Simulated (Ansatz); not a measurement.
# H-capped Ge nanowire along [001] with a Si core: a series in size parameter of the section

How do forces, levels, charges and cost change as the structure grows and the share of atoms at its surface or edge shifts?

Computed with Ansatz 0.2.0: Kohn-Sham DFT, PBEsol, PAW (set soft_2). Every run is a single point, with the atoms held where the recipe put them (cutoff of the plane-wave runs 420 eV, fixed occupations).

First member: round section of size parameter 4.53 Å cut from diamond-structure Ge (a = 5.658 Å) along [001], 1 period, broken bonds capped with H, 12 Å of vacuum, Si core of radius 2.49 Å.

Last member: round section of size parameter 17.03 Å cut from diamond-structure Ge (a = 5.658 Å) along [001], 1 period, broken bonds capped with H, 12 Å of vacuum, Si core of radius 9.37 Å.

The members:

```
size parameter of the section (Å)  reduced formula  atoms  valence electrons  k-mesh        basis
                             4.53       Si5Ge16H20     41                264   1×1×2  plane waves
                             5.53       Si9Ge12H20     41                224   1×1×2  plane waves
                             6.53       Si9Ge28H28     65                456   1×1×2  plane waves
                             8.03      Si13Ge32H28     73                528   1×1×2  plane waves
                             9.53       Si7Ge16H12    105                792   1×1×2  plane waves
                            11.53      Si37Ge64H44    145               1088   1×1×2  plane waves
                            14.03     Si45Ge100H52    197               1632   1×1×2  plane waves
                            17.03     Si69Ge156H68    293               2528   1×1×2  plane waves
```

The input of the first member, without its atom lines; other members have their own cell and atoms, and may differ in mesh, basis and outputs:

```yaml
crystal:
  lattice:
    - [22.5001, 0.0, 0.0]
    - [0.0, 22.5001, 0.0]
    - [0.0, 0.0, 5.658]
  atoms:
    [... 41 lines ...]
kpoints:
  mp_grid: { grid: [1, 1, 2] }
hamiltonian:
  xc: pbesol
scf:
  occupations: { method: fixed }
output:
  forces: true
  populations: true
  dos:
    method: { smearing: { sigma: 0.15 } }
    de: 0.1
    projected:
      site_lists:
        Ge: [Ge]
        H: [H]
        Si: [Si]
        wire: [0, 1, 2, 3, 4, 5, 6, 7, 8, 9, 10, 11, 12, 13, 14, 15, 16, 17, 18, 19, 20]
        hydrogen: [21, 22, 23, 24, 25, 26, 27, 28, 29, 30, 31, 32, 33, 34, 35, 36, 37, 38, 39, 40]
  eigenvalues: true
```

**Question.** How do the results, the time and the memory go along the series?

Results; charges are mean Löwdin charges in e:

| size parameter of the section (Å) | r.m.s. force (eV/Å) | gap (eV) | q(Ge) | q(Si) | q(H) |
| --- | --- | --- | --- | --- | --- |
| 4.53 | 0.398 | 2.60 | +0.07 | +0.06 | -0.02 |
| 5.53 | 0.440 | 2.62 | +0.10 | +0.04 | -0.02 |
| 6.53 | 0.418 | 1.87 | +0.06 | +0.05 | -0.02 |
| 8.03 | 0.380 | 1.84 | +0.05 | +0.05 | -0.02 |
| 9.53 | 0.343 | 1.46 | +0.05 | +0.05 | -0.02 |
| 11.53 | 0.397 | 1.24 | +0.05 | +0.04 | -0.02 |
| 14.03 | 0.335 | 1.02 | +0.04 | +0.04 | -0.02 |
| 17.03 | 0.336 | 0.833 | +0.04 | +0.04 | -0.02 |

The gap is that between the highest filled and lowest empty Kohn-Sham level on the run's k-points; surface or edge levels can set it, and semilocal functionals tend to put gaps under measured ones. The projection misses up to 0.029 e an atom, so the charges add up to more than the cell's charge. Löwdin charges hang on the projection basis and can even invert the polarity of covalent bonds. Each mean runs over all atoms of an element, whatever their surroundings.

Bonds in each cell, which the recipe sets and DFT didn't move; cutoffs follow each cell's own g(r) within set bounds (mean length in Å, and neighbours of the second kind about the first):

```
size parameter of the section (Å)  Ge-H length  Ge-H count  Ge-Ge length  Ge-Ge count
                             4.53        1.528        1.25         2.452         2.00
                             5.53        1.525        1.67         2.445         1.33
                             6.53        1.530        1.00         2.450         2.57
                             8.03        1.536        0.88         2.449         2.50
                             9.53        1.535        0.75         2.449         2.83
                            11.53        1.528        0.69         2.452         2.88
                            14.03        1.535        0.52         2.451         3.20
                            17.03        1.531        0.44         2.449         3.33
```

Cost:

```
size parameter of the section (Å)  atoms              basis  k-mesh  SCF cycles   time  host memory (GiB)  planned on the GPU (GiB)  Δ force from the first basis (meV/Å)                                                           hardware
                             4.53     41        plane waves   1×1×2          10  4.4 s                1.5                       8.9                                     -  1 × NVIDIA H100 80GB HBM3 with 6 threads of AMD EPYC 7R13 (Zen 3)
                             4.53     41  support functions   1×1×2          15  6.8 s                1.5                       3.4                                   1.7  1 × NVIDIA H100 80GB HBM3 with 6 threads of AMD EPYC 7R13 (Zen 3)
                             5.53     41        plane waves   1×1×2          10  3.7 s                1.5                       8.6                                     -  1 × NVIDIA H100 80GB HBM3 with 6 threads of AMD EPYC 7R13 (Zen 3)
                             5.53     41  support functions   1×1×2          15  5.9 s                1.5                       3.3                                   1.7  1 × NVIDIA H100 80GB HBM3 with 6 threads of AMD EPYC 7R13 (Zen 3)
                             6.53     65        plane waves   1×1×2          11  5.6 s                2.1                        15                                     -  1 × NVIDIA H100 80GB HBM3 with 6 threads of AMD EPYC 7R13 (Zen 3)
                             6.53     65  support functions   1×1×2          16  6.5 s                1.7                       4.5                                   1.6  1 × NVIDIA H100 80GB HBM3 with 6 threads of AMD EPYC 7R13 (Zen 3)
                             8.03     73        plane waves   1×1×2          11  5.3 s                2.2                        16                                     -  1 × NVIDIA H100 80GB HBM3 with 6 threads of AMD EPYC 7R13 (Zen 3)
                             8.03     73  support functions   1×1×2          15    7 s                1.7                       4.6                                   1.6  1 × NVIDIA H100 80GB HBM3 with 6 threads of AMD EPYC 7R13 (Zen 3)
                             9.53    105        plane waves   1×1×2          11  9.2 s                3.3                        27                                     -  1 × NVIDIA H100 80GB HBM3 with 6 threads of AMD EPYC 7R13 (Zen 3)
                             9.53    105  support functions   1×1×2          16  9.4 s                2.0                       6.2                                   1.4  1 × NVIDIA H100 80GB HBM3 with 6 threads of AMD EPYC 7R13 (Zen 3)
                            11.53    145        plane waves   1×1×2          12   13 s                4.8                        43                                     -  1 × NVIDIA H100 80GB HBM3 with 6 threads of AMD EPYC 7R13 (Zen 3)
                            11.53    145  support functions   1×1×2          16   12 s                2.3                         8                                   1.4  1 × NVIDIA H100 80GB HBM3 with 6 threads of AMD EPYC 7R13 (Zen 3)
                            14.03    197        plane waves   1×1×2          12   22 s                7.2                        71                                     -  1 × NVIDIA H100 80GB HBM3 with 6 threads of AMD EPYC 7R13 (Zen 3)
                            14.03    197  support functions   1×1×2          16   14 s                2.2                        10                                   1.3  1 × NVIDIA H100 80GB HBM3 with 6 threads of AMD EPYC 7R13 (Zen 3)
                            17.03    293        plane waves   1×1×2          16   51 s                 15                         -                                     -                1 × NVIDIA GB200 with 32 threads of Arm Neoverse V2
                            17.03    293  support functions   1×1×2          15   16 s                2.7                        16                                   1.2                1 × NVIDIA GB200 with 32 threads of Arm Neoverse V2
```

Times include the outputs that each run asked for, on hosts shared with other jobs.

**Reading.** The gap is lowest at 17.0 Å (0.833 eV) and highest at 5.53 Å (2.62 eV), falling overall but not at every step; some meshes are coarse and needn't hold the band edges. The mean charge on Ge lies between +0.04 and +0.10 e, falling overall but not at every step. With plane waves the wall time grows about as the 1.3 power of the atom count between 65 and 197 atoms. With support functions the wall time grows about as the 0.7 power of the atom count between 65 and 197 atoms. Runs this short hold fixed overheads, which flatten the slope. Support functions take 0.30 to 1.6 times the wall time of plane waves (the times hold unlike extra outputs; some runs shed caches under their memory cap, which slows them). The r.m.s. force lies between 0.34 and 0.44 eV/Å, with no steady trend. The composition changes with the cut, as the formulas show, and that bears on charges and levels too.

**Limits.** Beside vacuum, support functions can miss their usual error bounds without a warning.

[Logs are printed without paths, hosts, clocks, repeated set-up lines and the standing remarks that a program may print on its own settings, such as how far it seeks lower states.]

[Hosts, paths, dates, database ids (printed as entryN), source tags and the programs' standing remarks are cut or masked in the printed files.]
